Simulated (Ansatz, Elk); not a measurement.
# How far do independent atoms describe Mg3AlN?

The structure of Mg3AlN used here is made up (a known structure type with other elements) and was relaxed beforehand with PBE. The aim is the Fourier transform of its all-electron density, F(hkl), set beside the sum over free spherical atoms that refinements use.

Main program and level: Elk 11.2.3 (patched build); DFT, PBE, all-electron APW+lo, Dirac cores, scalar-relativistic bands, static density, no spin.

This account leaves out most program logs.

The structure was built from a prototype and need not be the compound's stable phase.

### 1. The starting structure

Symmetry: Pm-3m, No. 221, cubic system. The conventional cell has a = 4.330 Å, b = 4.330 Å, c = 4.330 Å, α = 90.00°, β = 90.00°, γ = 90.00°. Nearest to Al lie 12 Mg at 3.06 Å. Nearest to Mg lie 2 N at 2.16 Å. Nearest to N lie 6 Mg at 2.16 Å. Farther neighbours and most contacts between anions are not listed.

Coordinates:

```cif
data_structure
_symmetry_space_group_name_H-M 'Pm-3m'
_symmetry_Int_Tables_number 221
_cell_length_a 4.3297
_cell_length_b 4.3297
_cell_length_c 4.3297
_cell_angle_alpha 90.000
_cell_angle_beta 90.000
_cell_angle_gamma 90.000
_cell_volume 81.16
loop_
_atom_site_label
_atom_site_type_symbol
_atom_site_symmetry_multiplicity
_atom_site_Wyckoff_symbol
_atom_site_fract_x
_atom_site_fract_y
_atom_site_fract_z
_atom_site_occupancy
Al1 Al 1 a 0.00000 0.00000 0.00000 1
Mg1 Mg 3 c 0.50000 0.50000 0.00000 1
N1 N 1 b 0.50000 0.50000 0.50000 1
```

### 2. Ground state and structure factors

An all-electron density is needed, since X-rays see the cores too. Task 0 finds the density and task 195 Fourier-transforms it; tshift is off so that phases refer to the origin typed.

elk.in

```
tasks
  0
  195

xctype
  20

spinpol
  .false.

rgkmax
  7.0

gmaxvr
  14.0

lmaxo
  7

lmaxapw
  8

swidth
  0.002

tshift
  .false.

ramdisk
  .false.

hmaxvr
  5.5

maxscl
  120

epspot
  1e-06

sppath
  './'

avec
  8.18190225375 -0.00000000000 0.00000000000
  -0.00000000000 8.18190225375 -0.00000000000
  0.00000000000 -0.00000000000 8.18190225375

atoms
  3
  'Al.in'
  1
  -0.0000000000 0.0000000000 0.0000000000   0.000000 0.000000 0.000000
  'Mg.in'
  3
  0.5000000000 0.5000000000 -0.0000000000   0.000000 0.000000 0.000000
  0.5000000000 -0.0000000000 0.5000000000   0.000000 0.000000 0.000000
  0.0000000000 0.5000000000 0.5000000000   0.000000 0.000000 0.000000
  'N.in'
  1
  0.5000000000 0.5000000000 0.5000000000   0.000000 0.000000 0.000000

ngridk
  5 5 5
```

On the command line:

```bash
$ OMP_NUM_THREADS=4 elk
```

Wall time 13 s (4 threads of Intel Xeon at 2.60GHz (Ice Lake), shared host); peak memory 0.17 GiB.

SFACRHO.OUT:

```text

h k l indices transformed by vhmat matrix:
   1.000000000       0.000000000       0.000000000    
   0.000000000       1.000000000       0.000000000    
   0.000000000       0.000000000       1.000000000    

      h      k      l  multipl.   |H|            Re(F)            Im(F)           |F|

      0      0      0      1   0.0000000       56.000000      0.40287588E-17   56.000000    
      0      1      0      6  0.76793698      -5.4873758      0.28001227E-14   5.4873758    
      0     -1      1     12   1.0860269       6.1249559     -0.12619141E-14   6.1249559    
      1     -1     -1      8   1.3301059       30.241484      0.16163481E-14   30.241484    
     -2      0      0      6   1.5358740       37.801348      0.50702275E-14   37.801348    
     -1      0     -2     24   1.7171593      -3.4359841     -0.31280463E-14   3.4359841    
     -2      1      1     24   1.8810538       3.7512967     -0.41395800E-14   3.7512967    
     -2      2      0     12   2.1720538       31.811642      0.20731586E-14   31.811642    
     -2     -1      2     24   2.3038109      -2.2373928     -0.34065921E-14   2.2373928    
      3      0      0      6   2.3038109      -2.2837939      0.61339556E-14   2.2837939    
     -3      0     -1     24   2.4284300       3.1209956      0.14225682E-14   3.1209956    
     -3     -1      1     24   2.5469588       23.685185      0.30633448E-14   23.685185    
      2      2      2      8   2.6602117       27.684818     -0.10921992E-13   27.684818    
      0     -2     -3     24   2.7688362      -1.6820775     -0.58182095E-14   1.6820775    
     -2      3      1     48   2.8733571       2.8027392     -0.33805994E-14   2.8027392    
      0      0      4      6   3.0717479       24.530036     -0.66512318E-14   24.530036    
      0      4     -1     24   3.1662853      -1.3803720     -0.39787577E-15   1.3803720    
      3      2      2     24   3.1662853      -1.3647432      0.56689856E-14   1.3647432
```

Elk indexes on the primitive cell of elk.in and gives |H| = 4π sin θ/λ in inverse bohr. Below, one row stands for each form hkl of the conventional cell (m members, Friedel mates merged), F is for one primitive cell and the density is static (no thermal factor). Free-atom factors are Waasmaier and Kirfel's, and R is Σm||F|−|F'||/Σm|F|.

```
hkl   m  sin θ/λ (Å⁻¹)  abs F, DFT  neutral atoms   diff.
100   6          0.116       5.487          5.256  +0.231
110  12          0.163       6.125          5.675  +0.450
111   8          0.200      30.241         30.810  -0.569
200   6          0.231      37.801         37.764  +0.037
210  24          0.258       3.436          3.323  +0.113
211  24          0.283       3.751          3.818  -0.067
220  12          0.327      31.812         31.857  -0.046
221  24          0.346       2.237          2.287  -0.049
300   6          0.346       2.284          2.287  -0.003
310  24          0.365       3.121          3.154  -0.033
311  24          0.383      23.685         23.663  +0.022
222   8          0.400      27.685         27.748  -0.064
320  24          0.416       1.682          1.709  -0.027
321  48          0.432       2.803          2.825  -0.023
400   6          0.462      24.530         24.551  -0.021
410  24          0.476       1.380          1.376  +0.004
322  24          0.476       1.365          1.376  -0.011
330  12          0.490       2.626          2.625  +0.002
```

### 3. The highest occupied states alone

An energy window below the Fermi level keeps the highest occupied states, to see at which angles they scatter; shallow core shells can lie inside it and anion s states outside. No new self-consistency is needed.

elk.in, as its differences from that of step 2:

```diff
@@ -1,3 +1,2 @@
 tasks
-  0
   195
@@ -40,2 +39,5 @@
 
+wsfac
+  -0.260480 0.480510
+
 sppath
```

On the command line:

```bash
$ OMP_NUM_THREADS=4 elk
```

It took 5.4 s on 4 threads; peak memory 0.16 GiB; 5.9 s of CPU time.

States within 12 eV below the Fermi level hold 12.00 electrons; any levels below the window count with the cores. Their amplitudes can exceed the total, where window and core parts have opposite phase:

```
hkl  sin θ/λ (Å⁻¹)  abs F, window  abs F, all
100          0.116          2.094       5.487
110          0.163          2.788       6.125
111          0.200          2.001      30.241
200          0.231          1.395      37.801
210          0.258          1.296       3.436
211          0.283          0.916       3.751
220          0.327          0.648      31.812
221          0.346          0.640       2.237
300          0.346          0.674       2.284
310          0.365          0.472       3.121
```

### 4. Another functional

The difference from free atoms is small, so it is set against the change that LDA (Perdew-Wang) makes.

elk.in, as its differences from that of step 3:

```diff
@@ -1,2 +1,3 @@
 tasks
+  0
   195
@@ -4,3 +5,3 @@
 xctype
-  20
+  3
 
@@ -39,5 +40,2 @@
 
-wsfac
-  -0.260480 0.480510
-
 sppath
```

On the command line:

```bash
$ OMP_NUM_THREADS=4 elk
```

The job ended after 8 s (4 threads; peak memory 0.16 GiB; 16 s of CPU time).

Against the first run R = 0.17 %; the largest change is -0.064 at 311.

### 5. Basis size

A smaller basis shows how fast F responds to it; the change is likely larger than the basis error of the first run, but doesn't show convergence.

elk.in, as its differences from that of step 4:

```diff
@@ -5,3 +5,3 @@
 xctype
-  3
+  20
 
@@ -11,3 +11,3 @@
 rgkmax
-  7.0
+  5.5
```

On the command line:

```bash
$ OMP_NUM_THREADS=4 elk
```

The job ended after 12 s (4 threads; peak memory 0.16 GiB; 20 s of CPU time).

Against the first run R = 0.13 %; the largest change is -0.030 at 300.

### 6. Settings against the effect

```
              run  R against the first run (%)  R against neutral atoms, low angle (%)  wall time
    PBE, rgkmax 7                         0.00                                    2.12       13 s
LDA (Perdew-Wang)                         0.17                                    1.99        8 s
       rgkmax 5.5                         0.13                                    2.09       12 s
```

### 7. Results

| Quantity | Value |
| --- | --- |
| R against neutral atoms, sin θ/λ < 0.3 Å⁻¹ | 2.12 % |
| R against neutral atoms, 0.3 to 0.82 Å⁻¹ | 0.28 % |

In words: Independent neutral atoms miss the calculated amplitudes by R = 2.12 % below 0.3 Å⁻¹ and 0.28 % from there to 0.82 Å⁻¹; by shells, 4.21 % below 0.15 Å⁻¹ (1 form), 2.02 % 0.15 to 0.3 (5 forms), 0.36 % 0.3 to 0.45 (8 forms), 0.27 % above 0.45 (48 forms). Bonding, aspherical density and the tables' own atoms all enter these figures, and the runs don't part them. The largest change of an amplitude is -0.57 electrons, at 111. The window's part falls from 12.0 electrons at the origin to at most 0.39 between 0.45 and 0.82 Å⁻¹. Below 0.3 Å⁻¹ the changes that finished (LDA (Perdew-Wang) and rgkmax 5.5) move F by R = 0.19 % at most, against the 2.12 % that separates it from free atoms. The k-mesh has no finished test. Part of the difference isn't bonding: the tables are fits to free atoms and ions calculated by other methods than this functional. Thermal motion, anomalous dispersion and extinction are left out.

[Logs are printed without paths, hosts, clocks, repeated set-up lines and the standing remarks that a program may print on its own settings, such as how far it seeks lower states.]

[Hosts, paths, dates, database ids (printed as entryN), source tags and the programs' standing remarks are cut or masked in the printed files.]
